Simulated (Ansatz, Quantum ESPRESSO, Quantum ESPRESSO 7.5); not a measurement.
# Band edges of 2H-MoOSe, 1 layer under strain

Aim: band edges, gap and stiffness of 2H-MoOSe, 1 layer under biaxial strain.

Calculated with Quantum ESPRESSO 7.5; plane-wave DFT, PBE, GBRV ultrasoft pseudopotentials (geometry by Ansatz 0.2.0 with PAW datasets; geometry under PBE).

## Step 1: Starting point

The cell holds 3 atoms: 1 Se, 1 Mo and 1 O. Its edges and angles: a = 3.074 Å, b = 3.074 Å, c = 17.966 Å, α = 90.0°, β = 90.0°, γ = 120.0°. It derives from MoOSe. Vacuum lies along c.

This sheet is a model structure: its symmetry is held, and its stability is not tested here.

## Step 2: Geometry from Ansatz

The geometry comes first, from a plane-wave PAW code, so that the later runs on this slab share one structure.

input.yaml reads:

```yaml
crystal:
  lattice:
    - [3.073852, 0.0, 0.0]
    - [-1.536926, 2.6620339195, 0.0]
    - [0.0, 0.0, 17.9660770089]
  atoms:
    - { symbol: Se, position: [0.3333333333, 0.6666666667, 0.4174534038] }
    - { symbol: Mo, position: [0.0, 0.0, 0.5236717802] }
    - { symbol: O, position: [0.3333333333, 0.6666666667, 0.5825465962] }
kpoints:
  mp_grid: { grid: [12, 12, 1] }
hamiltonian:
  xc: pbe
scf:
  occupations: { method: fermi_dirac, width: 0.05 }
  convergence: { dr2_threshold: 1.0e-08 }
efield:
  axis: 3
  dipole_correction: true
  ramp_position: 0.97
  ramp_width: 0.04
relax:
  f_tol: 0.01
  cell: { fix: [c, alpha, beta] }
output:
  write_potential: true
  write_density: true
  volumetric_format: npy
```

Run with:

```bash
ansatz run input.yaml --threads 2 --pin off --max-ram 4096MiB --backend cpu --events-out ev --progress --plain --runs-dir out
```

Numbers of over 12 decimals in the logs are rounded to 6 here.

The program printed:

```text
Warning: relax.cell: scf.convergence.dr2_threshold = 1e-8 eV is looser than the 3e-10 eV advised for a relaxation that steers and ends on the stress (1e-10 eV for each atom of the cell: 3). What an SCF threshold leaves in a stress goes as its square root, and in the free energy as the threshold itself, and one threshold admits the most on a small cell: [figures from the program's tests cut] Set scf.convergence.dr2_threshold to 3e-10 eV or tighter. The threshold is an SCF's pass mark: one that does not reach it within its budget of iterations ends unconverged, or closes short of it on a stop that the run arms, and scf.convergence.dr2_threshold's page says what that costs each kind of run
Engine: ansatz 0.2.0, x86_64-unknown-linux-gnu
Pseudopotentials: kind: paw
Pseudopotential: Se, paw, valence charge 16, recommended cutoff 420 eV (normal), Se.paw.azcp
Pseudopotential: Mo, paw, valence charge 14, recommended cutoff 420 eV (normal), Mo.paw.azcp
Pseudopotential: O, paw, valence charge 6, recommended cutoff 420 eV (normal), O.paw.azcp
Functional definition: PBE
  parameter kappa = 0.804
  parameter beta = 0.066725
  exchange = pbe_x(kappa = kappa, mu = beta*pi^2/3)
  correlation = pbe_c(beta = beta)
Crystal: 3 atoms, lattice volume = 147.011 Å³
Basis set: ecut = 420 eV, 2857 PW (Γ), exchange–correlation on 48×48×250 points (8 copies of the dense FFT grid, shifted against one another)
Bands: 22, of which v1, the nominal top of the filled ones, is band 18 counted from 1 (17 counted from 0)
Symmetry: 6 space group operations
Space group: P3m1 (ITA 156), of the structure as read, at distance tolerance 5.3e-5 Å
k-points: 19 of 144 (time reversal used)
Non-local potential: Se, projectors of the file, l = 0: 2, l = 1: 2, l = 2: 3, l = 3: 1
Non-local potential: Mo, projectors of the file, l = 0: 3, l = 1: 2, l = 2: 2, l = 3: 1
Non-local potential: O, projectors of the file, l = 0: 2, l = 1: 2, l = 2: 1
PAW form: soft (Blöchl's): semilocal exchange-correlation on the pseudo side does not see the compensation charge
PAW one-centre angular grid: Se, 590 points (default); XC on 64 Gauss nodes
PAW one-centre angular grid: Mo, 590 points (default); XC on 64 Gauss nodes
PAW one-centre angular grid: O, 110 points (default); XC on 64 Gauss nodes
Initial density: superposition of atomic densities (neutral atoms: chi_scale 0, normalization atom), corrected by the library's trained network
Initial wavefunctions: pseudopotential atomic-orbital guess
Functional: x = pbe(κ = 0.804, μ = 0.219515), c = pbe(β = 0.066725)
SCF iter   1: F=—  HF=-10993.273763 eV  |F-HF|=—  |Δ(HF+E_count)|=         —  Δρ=6.25e-3  dr2=6.05e-2  ethr=1.77e-3  p=-0.081 e·Å  D=-9.93e-2 V/Å  ΔV_dip=1.78 eV  dr2_dipole=2.81e-3  V_vac-E_F(+/−)=5.75/3.96 eV  ⟨swp⟩=8.9  Hψ=2309  notcnv=0
efield: sawtooth ramp at fractional position 0.9700 (set: `efield.ramp_position`, or a place that a band, a saddle search or an elastic batch's reference lends), width 0.0400; the density the first Hamiltonian is built on has a dipole p = -0.081 e·Å; the dipole correction subtracts the counter field D = -9.93e-2 V/Å, which shifts the + side's vacuum level by +1.78 eV against the − side's; the planar-averaged density in the ramp window peaks in size at 8.5e-5 e/Å³
preconditioner: auto → none  [insulator: Δε(μ)=0.527 eV  Ē_g=8.855 eV  σ=0.050 eV  W_gap=0.99  n_scr=12 (ndim 8)  ℏωp=13.0 eV  f_vac=0.664  D(μ)=0.01/eV (n_scr^D=0)  ε∞_Penn≈3.2]
SCF iter   2: F=—  HF=-10993.335513 eV  |F-HF|=—  |Δ(HF+E_count)|=   6.18e-2  Δρ=8.74e-3  dr2=7.89e-1  ethr=1.68e-4  p=-0.047 e·Å  D=-5.77e-2 V/Å  ΔV_dip=1.04 eV  dr2_dipole=1.85e-1  V_vac-E_F(+/−)=5.47/4.44 eV  ⟨swp⟩=3.3  Hψ=946  notcnv=0
SCF iter   3: F=—  HF=-10993.293130 eV  |F-HF|=—  |Δ(HF+E_count)|=   4.24e-2  Δρ=5.81e-3  dr2=2.83e-1  ethr=1.68e-4  p=-0.109 e·Å  D=-1.34e-1 V/Å  ΔV_dip=2.41 eV  dr2_dipole=6.49e-2  V_vac-E_F(+/−)=5.79/3.38 eV  ⟨swp⟩=3.4  Hψ=784  notcnv=0
SCF iter   4: F=—  HF=-10993.271881 eV  |F-HF|=—  |Δ(HF+E_count)|=   2.12e-2  Δρ=2.39e-3  dr2=3.07e-2  ethr=1.68e-4  p=-0.093 e·Å  D=-1.14e-1 V/Å  ΔV_dip=2.06 eV  dr2_dipole=5.27e-3  V_vac-E_F(+/−)=5.71/3.65 eV  ⟨swp⟩=2.0  Hψ=635  notcnv=0
SCF iter   5: F=—  HF=-10993.270074 eV  |F-HF|=—  |Δ(HF+E_count)|=   1.81e-3  Δρ=1.06e-3  dr2=2.41e-3  ethr=8.54e-5  p=-0.091 e·Å  D=-1.12e-1 V/Å  ΔV_dip=2.01 eV  dr2_dipole=2.64e-4  V_vac-E_F(+/−)=5.73/3.72 eV  ⟨swp⟩=2.0  Hψ=534  notcnv=0
SCF iter   6: F=—  HF=-10993.269934 eV  |F-HF|=—  |Δ(HF+E_count)|=   1.40e-4  Δρ=3.08e-4  dr2=5.06e-5  ethr=6.68e-6  p=-0.091 e·Å  D=-1.11e-1 V/Å  ΔV_dip=2.00 eV  dr2_dipole=4.17e-8  V_vac-E_F(+/−)=5.71/3.70 eV  ⟨swp⟩=2.0  Hψ=547  notcnv=0
SCF iter   7: F=—  HF=-10993.269954 eV  |F-HF|=—  |Δ(HF+E_count)|=   1.96e-5  Δρ=5.62e-5  dr2=3.97e-6  ethr=1.41e-7  p=-0.091 e·Å  D=-1.12e-1 V/Å  ΔV_dip=2.01 eV  dr2_dipole=5.09e-7  V_vac-E_F(+/−)=5.71/3.69 eV  ⟨swp⟩=2.7  Hψ=772  notcnv=0
SCF iter   8: F=—  HF=-10993.269931 eV  |F-HF|=—  |Δ(HF+E_count)|=   2.24e-5  Δρ=1.34e-5  dr2=2.03e-7  ethr=1.10e-8  p=-0.091 e·Å  D=-1.12e-1 V/Å  ΔV_dip=2.01 eV  dr2_dipole=5.71e-9  V_vac-E_F(+/−)=5.70/3.69 eV  ⟨swp⟩=2.1  Hψ=622  notcnv=0
SCF iter   9: F=—  HF=-10993.269931 eV  |F-HF|=—  |Δ(HF+E_count)|=   4.61e-8  Δρ=3.99e-6  dr2=1.12e-8  ethr=5.64e-10  p=-0.091 e·Å  D=-1.12e-1 V/Å  ΔV_dip=2.01 eV  dr2_dipole=9.02e-11  V_vac-E_F(+/−)=5.70/3.69 eV  ⟨swp⟩=2.4  Hψ=720  notcnv=0
SCF iter  10: F=-10993.269931 eV  HF=-10993.269931 eV  |F-HF|=1.01e-9  |Δ(HF+E_count)|=   2.15e-8  Δρ=8.17e-7  dr2=9.91e-10  ethr=2.78e-11  p=-0.091 e·Å  D=-1.12e-1 V/Å  ΔV_dip=2.01 eV  dr2_dipole=1.20e-10  V_vac-E_F(+/−)=5.70/3.69 eV  ⟨swp⟩=10.3  Hψ=2868  notcnv=0
SCF 1 converged in 10 iterations: F = -10993.269931 eV  dr2 = 9.91e-10
  greatest PAW one-centre occupation: 1.000 electrons in one spin orbital (limit 2), on the Se atom at site 0 (counted from 0), in its partial waves of l = 2
relax step   1: F+E_penalty+E_count = -10993.26993129 eV  Δ(F+E_penalty+E_count) = +0.000e0 eV  max|allowed force component| = 2.291e0 eV/Å  Δτ_max = 0.0000 Å  P = -1.499 GPa  Ω = 147.011 Å³  fix = [c, alpha, beta]  reactions: c -3.012 GPa  (10 SCF iters, accepted)
Crystal: 3 atoms, lattice volume = 146.244 Å³
Basis set: ecut = 420 eV, 2845 PW (Γ), exchange–correlation on 48×48×250 points (8 copies of the dense FFT grid, shifted against one another)
Initial density: handed on by an earlier stage of this run
Initial wavefunctions: those handed on with the density
[...]
SCF iter   9: F=-10993.408641 eV  HF=-10993.408641 eV  |F-HF|=3.16e-9  |Δ(HF+E_count)|=   9.30e-9  Δρ=4.16e-6  dr2=9.02e-9  ethr=2.78e-11  p=-0.107 e·Å  D=-1.34e-1 V/Å  ΔV_dip=2.40 eV  dr2_dipole=4.22e-11  V_vac-E_F(+/−)=6.10/3.70 eV  ⟨swp⟩=9.7  Hψ=3395  notcnv=0
SCF 3 converged in 9 iterations: F = -10993.408641 eV  dr2 = 9.02e-9
relax step   3: F+E_penalty+E_count = -10993.40864060 eV  Δ(F+E_penalty+E_count) = -1.387e-1 eV  max|allowed force component| = 4.689e-1 eV/Å  Δτ_max = 0.0580 Å  P = -0.397 GPa  Ω = 145.322 Å³  energy of the carried Pulay correction = +9.450e-4 eV  fix = [c, alpha, beta]  reactions: c -1.241 GPa  (9 SCF iters, accepted)
[...]
relax step   4: F+E_penalty+E_count = -10993.41750973 eV  Δ(F+E_penalty+E_count) = -8.869e-3 eV  max|allowed force component| = 6.667e-2 eV/Å  Δτ_max = 0.0276 Å  P = +0.118 GPa  Ω = 146.244 Å³  energy of the carried Pulay correction = +4.277e-4 eV  fix = [c, alpha, beta]  reactions: c +0.122 GPa  (8 SCF iters, accepted)
[...]
relax step   5: F+E_penalty+E_count = -10993.41756008 eV  Δ(F+E_penalty+E_count) = -5.036e-5 eV  max|allowed force component| = 3.110e-3 eV/Å  Δτ_max = 0.0022 Å  P = -0.017 GPa  Ω = 146.448 Å³  energy of the carried Pulay correction = +3.139e-4 eV  fix = [c, alpha, beta]  reactions: c -0.014 GPa  (7 SCF iters, accepted)
Initial wavefunctions: pseudopotential atomic-orbital guess (no wavefunctions were taken with the density)
iter 1 solved again at ethr=4.95e-7 eV; its pass at ethr=3.10e-3 eV (dr2=1.78e-4 eV) is discarded
SCF iter   1: F=—  HF=-10993.417292 eV  |F-HF|=—  |Δ(HF+E_count)|=         —  Δρ=1.30e-5  dr2=5.08e-8  ethr=4.95e-7  p=-0.103 e·Å  D=-1.28e-1 V/Å  ΔV_dip=2.30 eV  dr2_dipole=3.37e-11  V_vac-E_F(+/−)=6.04/3.74 eV  ⟨swp⟩=4.0  Hψ=3692  notcnv=0
efield: sawtooth ramp at fractional position 0.9700 (set: `efield.ramp_position`, or a place that a band, a saddle search or an elastic batch's reference lends), width 0.0400; the density the first Hamiltonian is built on has a dipole p = -0.103 e·Å; the dipole correction subtracts the counter field D = -1.28e-1 V/Å, which shifts the + side's vacuum level by +2.30 eV against the − side's; the planar-averaged density in the ramp window peaks in size at 8.7e-6 e/Å³
eigensolver tolerance schedule: the retry pair's looser diagonalisation over-reported the residual by 3506.03 of it (diagonalisation noise at 1.27 of the residual, at the tolerance the schedule requests for it); recorded, not acted on — ethr = c·dr2/N_el stays at c = 1.0e-1
preconditioner: auto → none  [insulator: Δε(μ)=0.789 eV  Ē_g=8.981 eV  σ=0.050 eV  W_gap=1.00  n_scr=12 (ndim 8)  ℏωp=13.0 eV  f_vac=0.671  D(μ)=0.00/eV (n_scr^D=0)  ε∞_Penn≈3.1]
SCF iter   2: F=—  HF=-10993.417279 eV  |F-HF|=—  |Δ(HF+E_count)|=   1.30e-5  Δρ=8.03e-6  dr2=1.00e-7  ethr=1.41e-10  p=-0.103 e·Å  D=-1.28e-1 V/Å  ΔV_dip=2.30 eV  dr2_dipole=1.13e-8  V_vac-E_F(+/−)=6.04/3.74 eV  ⟨swp⟩=4.2  Hψ=1145  notcnv=0
SCF iter   3: F=—  HF=-10993.417279 eV  |F-HF|=—  |Δ(HF+E_count)|=   2.75e-8  Δρ=7.40e-6  dr2=3.36e-7  ethr=1.41e-10  p=-0.104 e·Å  D=-1.28e-1 V/Å  ΔV_dip=2.30 eV  dr2_dipole=8.76e-8  V_vac-E_F(+/−)=6.04/3.74 eV  ⟨swp⟩=2.3  Hψ=595  notcnv=0  recentre
SCF iter   4: F=—  HF=-10993.417279 eV  |F-HF|=—  |Δ(HF+E_count)|=   3.13e-8  Δρ=4.04e-6  dr2=3.02e-8  ethr=1.41e-10  p=-0.103 e·Å  D=-1.28e-1 V/Å  ΔV_dip=2.30 eV  dr2_dipole=4.52e-9  V_vac-E_F(+/−)=6.04/3.74 eV  ⟨swp⟩=2.0  Hψ=541  notcnv=0
SCF iter   5: F=-10993.417279 eV  HF=-10993.417279 eV  |F-HF|=6.56e-9  |Δ(HF+E_count)|=   3.02e-9  Δρ=1.67e-6  dr2=7.45e-9  ethr=2.78e-11  p=-0.103 e·Å  D=-1.28e-1 V/Å  ΔV_dip=2.30 eV  dr2_dipole=2.85e-11  V_vac-E_F(+/−)=6.04/3.74 eV  ⟨swp⟩=9.7  Hψ=3083  notcnv=0
SCF 6 converged in 5 iterations: F = -10993.417279 eV  dr2 = 7.45e-9
relax step   6: F+E_penalty+E_count = -10993.41727883 eV  Δ(F+E_penalty+E_count) = +2.813e-4 eV  max|allowed force component| = 3.079e-3 eV/Å  Δτ_max = 0.0000 Å  P = -0.020 GPa  Ω = 146.448 Å³  fix = [c, alpha, beta]  reactions: c -0.010 GPa  stress off target by 2.47e-2 GPa on what of the cell is left free  SCF on the basis re-selected at this cell (its energy is not comparable with the rows above)  (5 SCF iters)
basis re-selected at this cell: Δ(F+E_penalty+E_count) = +2.813e-4 eV, ΔP = -0.003 GPa vs the last step (what re-selecting the basis moved, of the pressure what is left beyond the Pulay correction that the steps carried, after the strain that the cell walked since its last selection, with what the two solves' SCF thresholds leave and, on support functions, any second-order correction that the steps lacked; it is no m [...]
WARN: The output density's exchange-correlation potential varies sharply where the density is thin. Do not read a vacuum level from v_tot or v_xc, or from such a field of the output density. On a cell that repeats whose density bears no net charge and no dipole along the vacuum's axis use v_es (v_loc + v_h of the components); under efield.dipole_correction with no amplitude use v_es + v_field, which holds any externa [...]
SCF converged after 5 iterations
Free energy (F): -10993.417279 eV
Harris-Foulkes:  -10993.417279 eV  (|F-HF|=6.56e-9)
Internal energy: -10993.417268 eV  (E = F + TS)
E sigma→0 (E₀):  -10993.417273 eV
Entropy (-TS):   -0.000011 eV (-0.004 meV/atom)
Fermi energy:    0.905386 eV
Dipole field:    D = -0.127837 V/Å  (p = -0.103461 e·Å, saw-weighted, corrected)
Work function:   Φ+ = 6.0385 eV   Φ− = 3.7417 eV
Levels:          The Fermi level and band energies are counted from a zero that moves with the ramp; work functions are not
--- Per-component energies (eV) ---
  E_band       = -926.106636
  E_kinetic    = 733.351200
  E_local      = -28661.943673  (includes V_loc(G=0)·N_el)
  E_nonlocal   = -405.841817
  E_hartree    = 13894.592723
  E_xc         = -361.553983
  E_vxc        = -421.432694  (∫ρ·V_xc dr)
  E_paw        = -5269.507882  (= ΣΔE_a)
  E_vpaw       = 40.830904  (= ΣTr[D̂ρ^β])
  E_aug_tail   = 0.001824  (compensation charges beyond the density's cutoff)
  E_efield     = 0.006613  (sawtooth field / dipole correction)
  E_vefield    = -0.264673  (∫n·V_field dr)
  E_ewald      = 9077.477726
  E_smearing   = -0.000011  (= −TS)
  E_closure    = 0.000000  (closes the sum)
  Σ components = -10993.417279   (vs F -10993.417279, Δ=0.00e0)
--- Forces (eV/Å), atoms counted from 1 ---
  atom   1  Se    -0.00000000     0.00000000     0.00296492
  atom   2  Mo    -0.00000000     0.00000000     0.00011416
  atom   3  O     -0.00000000     0.00000000    -0.00307914
  max |Σ_I F_I| component: 6.17e-8 eV/Å
--- Stress (GPa, compression-positive) ---
       -0.024729       0.000000      -0.000000
        0.000000      -0.024729      -0.000000
       -0.000000      -0.000000      -0.009891
  P = ⅓ Tr σ = -0.0198 GPa (-0.198 kbar)
--- Band table (eV; the first three rows and the last of 19) ---
  k-point 0: bands = [... 14 lower, -3.1796, -1.2101, -1.2101, 0.5244, 2.5189, 2.5189, 3.3844, 3.3844]
  k-point 1: bands = [... 14 lower, -3.1002, -1.4617, -1.3040, 0.4100, 2.4555, 2.5789, 2.9310, 3.3613]
  k-point 2: bands = [... 14 lower, -3.0448, -2.0952, -1.4803, 0.0108, 2.0390, 2.5489, 2.7451, 3.4812]
  k-point 18: bands = [... 14 lower, -4.2798, -3.4828, -2.4853, -0.6348, 1.3133, 2.7440, 3.4813, 3.9646]
--- Relaxed structure (5 steps of the walk, 4 accepted, 1 SCFs on fresh bases) ---
  F+E_penalty+E_count = -10993.41727883 eV   max|allowed force component| = 3.079e-3 eV/Å   (the final SCF, on the basis selected at the relaxed cell)
  cell:  # Å, volume = 146.4478 Å³
    - [3.067958, 0.0, 0]
    - [-1.533979, 2.656930, 0]
    - [0, 0, 17.9660770089]
  atoms:
    - { symbol: Se, position: [0.333333, 0.666667, 0.421600] }
    - { symbol: Mo, position: [0, -3.7007434155248937e-17, 0.520122] }
    - { symbol: O, position: [0.333333, 0.666667, 0.581950] }
```

Run time: 14 s. Hardware: 2 threads of AMD EPYC 7R13 (Zen 3), shared host; peak memory 0.49 GiB; 26 s of CPU time.

The steps of the relaxation:

| step | energy less that of the first step (eV) | largest force component (eV/Å) | pressure (GPa) | volume (Å³) |
| --- | --- | --- | --- | --- |
| 1 | 0.0000 | 2.2905 | -1.50 | 147.01 |
| 2 | 0.0195 | 2.6569 | 3.06 | 146.24 |
| 3 | -0.1387 | 0.4689 | -0.40 | 145.32 |
| 4 | -0.1476 | 0.0667 | 0.12 | 146.24 |
| 5 | -0.1476 | 0.0031 | -0.02 | 146.45 |
| 6* | -0.1473 | 0.0031 | -0.02 | 146.45 |

Relaxation steps marked * repeat the geometry before them on a plane-wave basis chosen anew for their cell, so energy and pressure can jump there. Relaxation step 2 was tried and not accepted.

Forces are held to the 6 operations that the run works with; a distortion that breaks them can't arise in this run.

| cell as run | before | after | change |
| --- | --- | --- | --- |
| a (Å) | 3.074 | 3.068 | -0.2 % |
| b (Å) | 3.074 | 3.068 | -0.2 % |

The atoms that moved most (Å, along periodic axes as changes of fractional coordinates times the final cell, across vacuum about the mean position):

| atom | dx | dy | dz | length |
| --- | --- | --- | --- | --- |
| Se1 | 0.000 | 0.000 | 0.074 | 0.074 |
| Mo2 | 0.000 | 0.000 | -0.064 | 0.064 |
| O3 | 0.000 | 0.000 | -0.011 | 0.011 |

The relaxed structure:

```xyz
3
Lattice="3.0680 0.0000 0.0000 -1.5340 2.6569 0.0000 0.0000 0.0000 17.9661" Properties=species:S:1:pos:R:3
Se    0.0000    1.7713    7.5745
Mo    0.0000    0.0000    9.3445
O     0.0000    1.7713   10.4554
```

Numbers from this step:

```
free energy                                                      : -10993.4173 eV
Fermi energy                                                     : 0.9054 eV
gap by band count                                                : 0.7889 eV
symmetry operations                                              : 6
dipole along the normal                                          : -0.1035 e·Å
vacuum level at the upper face over a Fermi level inside the gap : 6.039 eV
vacuum level at the lower face over a Fermi level inside the gap : 3.742 eV
```

[end of part 1 of 2]

[Logs are printed without paths, hosts, clocks, repeated set-up lines and the standing remarks that a program may print on its own settings, such as how far it seeks lower states.]

[Hosts, paths, dates, database ids (printed as entryN), source tags and the programs' standing remarks are cut or masked in the printed files.]

[Maps of the electrostatic potential energy from Ansatz leave out the sawtooth potential of an applied field or a dipole correction, so their vacuum need not be flat; planar profiles and work functions include it.]
